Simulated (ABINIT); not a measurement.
Records of electronic-structure calculations.

Quasiparticle gap of AgCl (Fm-3m) in ABINIT. Symmetry: Fm-3m, No. 225, cubic system. Conventional cell: a = 5.597 Å, b = 5.597 Å, c = 5.597 Å, α = 90.00°, β = 90.00°, γ = 90.00°. Nearest to Ag lie 6 Cl at 2.80 Å. Nearest to Cl lie 6 Ag at 2.80 Å. Farther neighbours, and contacts between anions beyond the nearest, are not listed. The calculation used RPA screening on PBE, plane waves, norm-conserving pseudopotentials (and 2 further levels or steps) in ABINIT 10.8.3, with cutoff 37 Ha, PseudoDojo scalar-relativistic 0.4.1 standard, norm-conserving, potential set dojo-sr-pbe-0.4.1-standard, ngkpt (6, 6, 6), nband 406, ecuteps 12 Ha, inclvkb 2, shiftk (0, 0, 0), symchi 1, awtr 1, frequency ppm, 6×6×6 k-mesh. The PBE gap is 0.92 eV, indirect, the G0W0 gap on the mesh is 2.34 eV and the GW settings are 6×6×6 mesh, 406 bands, screening to 326.5 eV, Godby-Needs plasmon pole. The known limits are short of the basis limit; d shell near the gap, gap tends to lie low; no spin-orbit coupling; coarse k mesh. It took 5 runs, 33 min in all on 8 MPI ranks of Arm Neoverse V1, shared host. G0W0 moves the gap on the mesh from 0.92 eV to 2.34 eV (+1.41 eV), with Z of 0.79 and 0.83 at the edges. Local fields lower the RPA ε∞ on this mesh from 5.31 to 4.85.  Limits: d shell near the gap, gap tends to lie low; no spin-orbit coupling. The 6×6×6 mesh is coarse for this cell, which bears on the long-range parts of exchange and screening.

[Paths, hosts, dates, memory and timing lines, banners, echoed tables and standing remarks are left out of the program output; an Ansatz launch command may be rebuilt from the run's recorded settings. Measured values are a selection of at most five: reports struck by readers or far from the other reports are left out. None is set beside runs whose start may be inverted or whose files or cutoffs have a known fault.]

[Runs of the session that timed out or met a known fault of the program may be left out.]

[Hosts, paths, dates, database ids (printed as entryN), source tags and the programs' standing remarks are cut or masked in the printed files.]

[G0W0 gaps are taken among the corrected bands and points alone; a level outside them can change the order at an edge.]

[Where Ansatz stands beside ABINIT at settings called matched, ABINIT's density can come from a denser mesh and the files from another edition; pairs whose starting gaps differed by over 0.03 eV were left out, so agreement reads better than it is.]
